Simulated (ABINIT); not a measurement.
# Quasiparticle gap of Au2S (Pn-3m) in ABINIT

How does a plane-wave GW calculation on Au2S (Pn-3m) run from the first input to the gap?

Method: LDA and many-body steps on it, plane waves, in ABINIT 10.8.3.

## Step 1: The starting structure

Symmetry: Pn-3m, No. 224, cubic system. The conventional cell has a = 5.274 Å, b = 5.274 Å, c = 5.274 Å, α = 90.00°, β = 90.00°, γ = 90.00°. S has 4 Au at 2.28 Å nearest. Nearest to Au lie 2 S at 2.28 Å. Farther neighbours and most contacts between anions are not listed.

The cell and positions are those that the Materials Project relaxed with its own functionals (PBE, PBE+U or r2SCAN), kept fixed. Spin-orbit coupling is left out unless a step names it.

## Step 2: Ground state

This step: ABINIT 10.8.3; DFT, LDA, plane waves, norm-conserving pseudopotentials.

The ground-state density comes first.

The input, run.abi:

```
acell 3*1.0 Angstrom
rprim 
  5.273982180000 0.000000000000 0.000000000000
  0.000000000000 5.273982180000 0.000000000000
  0.000000000000 0.000000000000 5.273982180000
ntypat 2
znucl 16 79
natom 6
typat 1 1 2 2 2 2
xred 
  -0.000000000000 0.000000000000 -0.000000000000
  0.500000000000 0.500000000000 0.500000000000
  0.250000000000 0.250000000000 0.750000000000
  0.750000000000 0.250000000000 0.250000000000
  0.250000000000 0.750000000000 0.250000000000
  0.750000000000 0.750000000000 0.750000000000
pp_dirpath "pseudos"
pseudos "S.upf, Au.upf"
ecut 28
ngkpt 4 4 4
nshiftk 1
shiftk 0 0 0
kptopt 1
chksymbreak 0
nband 51
occopt 1
tolvrs 1e-10
nstep 60
prtwf 0
optforces 0
optstress 0
indata_prefix "in"
outdata_prefix "out"
tmpdata_prefix "tmp"
```

Command:

```sh
OMP_NUM_THREADS=1 mpirun -n 8 abinit run.abi > log
```

Numbers of over 12 decimals in the logs are rounded to 6 here.

The program printed:

```text
.Version 10.8.3 of ABINIT. v10.8.2 released Aug 2026.

 Symmetries : space group Pn -3 m (#224); Bravais cP (primitive cubic)
================================================================================
 Values of the parameters that define the memory need of the present run
     intxc =       0    ionmov =       0      iscf =       7    lmnmax =       7
     lnmax =       7     mgfft =      48  mpssoang =       4    mqgrid =    3001
     natom =       6  nloc_mem =       1    nspden =       1   nspinor =       1
    nsppol =       1      nsym =      48    n1xccc =    2501    ntypat =       2
    occopt =       1   xclevel =       1
-    mband =          51        mffmem =           1         mkmem =           2
       mpw =        7048          nfft =      110592          nkpt =          10
================================================================================
  Rough estimation (10% accuracy) of disk space for files :
================================================================================

--------------------------------------------------------------------------------
------------- Echo of variables that govern the present computation ------------
--------------------------------------------------------------------------------
 -outvars: echo values of preprocessed input variables --------
            acell      1.8897261259E+00  1.8897261259E+00  1.8897261259E+00 Bohr

      chksymbreak           0
             ecut      2.80000000E+01 Hartree
-          fftalg         312

              ixc       -1012
              kpt      0.00000000E+00  0.00000000E+00  0.00000000E+00
                       2.50000000E-01  0.00000000E+00  0.00000000E+00
                       5.00000000E-01  0.00000000E+00  0.00000000E+00
                       2.50000000E-01  2.50000000E-01  0.00000000E+00
                       5.00000000E-01  2.50000000E-01  0.00000000E+00
                       5.00000000E-01  5.00000000E-01  0.00000000E+00
                       2.50000000E-01  2.50000000E-01  2.50000000E-01
                       5.00000000E-01  2.50000000E-01  2.50000000E-01
                       5.00000000E-01  5.00000000E-01  2.50000000E-01
                       5.00000000E-01  5.00000000E-01  5.00000000E-01
         kptrlatt        4    0    0      0    4    0      0    0    4
          kptrlen      3.98655277E+01
P           mkmem           2
            natom           6
            nband          51
            ngfft          48      48      48
             nkpt          10
            nstep          60
             nsym          48
           ntypat           2
              occ      2.000000  2.000000  2.000000  2.000000  2.000000  2.000000
                       2.000000  2.000000  2.000000  2.000000  2.000000  2.000000
                       2.000000  2.000000  2.000000  2.000000  2.000000  2.000000
                       2.000000  2.000000  2.000000  2.000000  2.000000  2.000000
                       2.000000  2.000000  2.000000  2.000000  2.000000  2.000000
                       2.000000  2.000000  2.000000  2.000000  2.000000  2.000000
                       2.000000  2.000000  2.000000  2.000000  2.000000  2.000000
                       2.000000  2.000000  0.000000  0.000000  0.000000  0.000000
                       0.000000  0.000000  0.000000
        optforces           0
        optstress           0
            prtwf           0
            rprim      5.2739821800E+00  0.0000000000E+00  0.0000000000E+00
[...]
spgroup         224

           tolvrs      1.00000000E-10

             xred      0.0000000000E+00  0.0000000000E+00  0.0000000000E+00
[...]
znucl       16.00000   79.00000

================================================================================

 chkinp: Checking input parameters for consistency.

================================================================================
== DATASET  1 ==================================================================
-   mpi_nproc: 8, omp_nthreads: 1 (-1 if OMP is not activated)
-    --> not optimal distribution: autoparal keyword recommended in input file <--

--- !DatasetInfo
iteration_state: {dtset: 1, }
dimensions: {natom: 6, nkpt: 10, mband: 51, nsppol: 1, nspinor: 1, nspden: 1, mpw: 7048, }
cutoff_energies: {ecut:  28.0, pawecutdg:  -1.0, }
electrons: {nelect:   8.80000000E+01, charge:   0.00000000E+00, occopt:   1.00000000E+00, tsmear:   1.00000000E-02, }

 Real(R)+Recip(G) space primitive vectors, cartesian coordinates (Bohr,Bohr^-1):
 R(1)=  9.9663819  0.0000000  0.0000000  G(1)=  0.1003373  0.0000000  0.0000000
 R(2)=  0.0000000  9.9663819  0.0000000  G(2)=  0.0000000  0.1003373  0.0000000
 R(3)=  0.0000000  0.0000000  9.9663819  G(3)=  0.0000000  0.0000000  0.1003373
 Unit cell volume ucvol=  9.8994844E+02 bohr^3
 Angles (23,13,12)=  9.00000000E+01  9.00000000E+01  9.00000000E+01 degrees

 getcut: wavevector=  0.0000  0.0000  0.0000  ngfft=  48  48  48
         ecut(hartree)=     28.000   => boxcut(ratio)=   2.02190

--- Pseudopotential description ------------------------------------------------
- S Generated using ONCVPSP code by D. R. Hamann
- 16.00000   6.00000  180309                  znucl, zion, pspdat
12 -1012 2 -1 1132                            pspcod,pspxc,lmax,lloc,mmax
     nproj     2     2     2     0
  pspatm : epsatm=    8.64647033
         --- l  ekb(1:nproj) -->
[...]
pspatm: atomic psp has been read  and splines computed

- Au Generated using ONCVPSP code by D. R. Hamann
- 79.00000  19.00000  180309                  znucl, zion, pspdat
12 -1012 3 -1 1324                            pspcod,pspxc,lmax,lloc,mmax
     nproj     2     2     2     1
  pspatm : epsatm=   32.25374102
         --- l  ekb(1:nproj) -->
[...]
3    1.195209
 pspatm: atomic psp has been read  and splines computed

   1.28750956E+04                                ecore*ucvol(ha*bohr**3)
--------------------------------------------------------------------------------

_setup2: Arith. and geom. avg. npw (full set) are    7011.859    7011.825

================================================================================

--- !BeginCycle
iteration_state: {dtset: 1, }
solver: {iscf: 7, nstep: 60, nline: 4, wfoptalg: 0, }
tolerances: {tolvrs: 1.00E-10, }

     iter   Etot(hartree)      deltaE(h)  residm     vres2
 ETOT  1  -610.96810046204    -6.110E+02 1.381E-01 7.944E+02
 ETOT  2  -611.78252693811    -8.144E-01 4.358E-02 1.315E+03
 ETOT  3  -612.28048398357    -4.980E-01 1.502E-02 5.323E+01
 ETOT  4  -612.29581325699    -1.533E-02 4.175E-03 1.188E+01
 ETOT  5  -612.29998446895    -4.171E-03 1.002E-03 4.900E-01
 ETOT  6  -612.30016042345    -1.760E-04 1.200E-04 1.056E-02
 ETOT  7  -612.30016413958    -3.716E-06 4.116E-05 9.718E-05
 ETOT  8  -612.30016417109    -3.150E-08 9.773E-06 8.184E-06
 ETOT  9  -612.30016417396    -2.878E-09 4.161E-06 2.029E-07
 ETOT 10  -612.30016417404    -8.038E-11 2.295E-06 2.786E-09
 ETOT 11  -612.30016417403     1.182E-11 9.394E-07 1.188E-11

 At SCF step   11       vres2   =  1.19E-11 < tolvrs=  1.00E-10 =>converged.

--- !ResultsGS
iteration_state: {dtset: 1, }
comment   : Summary of ground state results
lattice_vectors:
- [  9.9663819,   0.0000000,   0.0000000, ]
- [  0.0000000,   9.9663819,   0.0000000, ]
- [  0.0000000,   0.0000000,   9.9663819, ]
lattice_lengths: [   9.96638,    9.96638,    9.96638, ]
lattice_angles: [ 90.000,  90.000,  90.000, ] # degrees, (23, 13, 12)
lattice_volume:   9.8994844E+02
convergence: {deltae:  1.182E-11, res2:  1.188E-11, residm:  9.394E-07, diffor:  0.000E+00, }
etotal    :  -6.12300164E+02
entropy   :   0.00000000E+00
fermie    :   1.68286166E-01
cartesian_stress_tensor: null
pressure_GPa: null
xred      :
- [  0.0000E+00,   0.0000E+00,   0.0000E+00,  S]
- [  5.0000E-01,   5.0000E-01,   5.0000E-01,  S]
- [  2.5000E-01,   2.5000E-01,   7.5000E-01, Au]
- [  7.5000E-01,   2.5000E-01,   2.5000E-01, Au]
- [  2.5000E-01,   7.5000E-01,   2.5000E-01, Au]
- [  7.5000E-01,   7.5000E-01,   7.5000E-01, Au]
cartesian_forces: null
force_length_stats: {min: null, max: null, mean: null, }

 Integrated electronic density in atomic spheres:
 ------------------------------------------------
 Atom  Sphere_radius  Integrated_density
[...]
================================================================================

 ----iterations are completed or convergence reached----

 Mean square residual over all n,k,spin=   23.601E-10; max=  93.939E-08
 reduced coordinates (array xred) for    6 atoms
[...]
0.250000000000      0.250000000000      0.750000000000
       0.750000000000      0.250000000000      0.250000000000
       0.250000000000      0.750000000000      0.250000000000
       0.750000000000      0.750000000000      0.750000000000
 rms dE/dt=  0.0000E+00; max dE/dt=  0.0000E+00; dE/dt below (all hartree)
    1       0.000000000000      0.000000000000      0.000000000000
    2       0.000000000000      0.000000000000      0.000000000000
    3       0.000000000000      0.000000000000      0.000000000000
    4       0.000000000000      0.000000000000      0.000000000000
    5       0.000000000000      0.000000000000      0.000000000000
    6       0.000000000000      0.000000000000      0.000000000000

 cartesian coordinates (angstrom) at end:
    1      0.000000     0.000000     0.000000
    2      2.636991     2.636991     2.636991
    3      1.318496     1.318496     3.955487
    4      3.955487     1.318496     1.318496
    5      1.318496     3.955487     1.318496
    6      3.955487     3.955487     3.955487
 length scales=  1.889726125908  1.889726125908  1.889726125908 bohr
              =  1.000000000000  1.000000000000  1.000000000000 angstroms
 prteigrs : about to open file out_EIG
 Fermi (or HOMO) energy (hartree) =   0.16829   Average Vxc (hartree)=  -0.38981
 Eigenvalues (hartree) for nkpt=  10  k points:
 kpt#   1, nband= 51, wtk=  0.01563, kpt=  0.0000  0.0000  0.0000 (reduced coord)
  -3.66590   -3.66550   -3.66550   -3.66550   -1.88728   -1.88701   -1.88701   -1.88701
  -1.86844   -1.86844   -1.86830   -1.86830   -1.86830   -1.86829   -1.86829   -1.86829
  -0.34870   -0.29696   -0.07839   -0.07839   -0.07839    0.03302    0.04411    0.04411
   0.04475    0.04475    0.04475    0.06509    0.06509    0.06509    0.08460    0.08460
   0.08573    0.08573    0.08573    0.08847    0.08847    0.08847    0.10965    0.10965
   0.10965    0.16829    0.16829    0.16829    0.24137    0.24137    0.24391    0.40073
   0.40073    0.40073    0.44378
 prteigrs : prtvol=0 or 1, do not print more k-points.

--- !EnergyTerms
iteration_state     : {dtset: 1, }
comment             : Components of total free energy in Hartree
kinetic             :  1.77619694899473E+02
hartree             :  1.63224425807088E+02
xc                  : -1.06715881380145E+02
Ewald energy        : -3.63634893229279E+02
psp_core            :  1.30058244260065E+01
local_psp           : -5.07851159052134E+02
non_local_psp       :  1.20518243549588E+01
total_energy        : -6.12300164174032E+02
total_energy_eV     : -1.66615362658172E+04
band_energy         : -7.22291366036596E+01

== END DATASET(S) ==============================================================
================================================================================

 -outvars: echo values of variables after computation  --------
           etotal     -6.1230016417E+02
            nband          51
             nkpt          10
          spgroup         224
 [... the other variables as echoed above ...]

 Calculation completed.
```

It took 29 s on 8 MPI ranks of Intel Xeon Platinum 8488C (Sapphire Rapids), shared host; peak memory 0.76 GiB.

Numbers from this step:

```
total energy               : -16661.5363 eV
gap                        : 1.989 eV
k of the valence top       : 0, 0, 0
k of the conduction bottom : 0, 0, 0
least direct gap           : 1.989 eV
```

The gap is direct, at Γ.

[end of part 1 of 3]

[Paths, hosts, dates, memory and timing lines, banners, echoed tables and standing remarks are left out of the program output.]

[Logs are printed without paths, hosts, clocks, repeated set-up lines and the standing remarks that a program may print on its own settings, such as how far it seeks lower states.]

[Runs of the session that timed out or met a known fault of the program may be left out.]

[Hosts, paths, dates, database ids (printed as entryN), source tags and the programs' standing remarks are cut or masked in the printed files.]

[G0W0 gaps are taken among the corrected bands and points alone; a level outside them can change the order at an edge.]

[Where Ansatz stands beside ABINIT at settings called matched, ABINIT's density can come from a denser mesh and the files from another edition; pairs whose starting gaps differed by over 0.03 eV were left out, so agreement reads better than it is.]
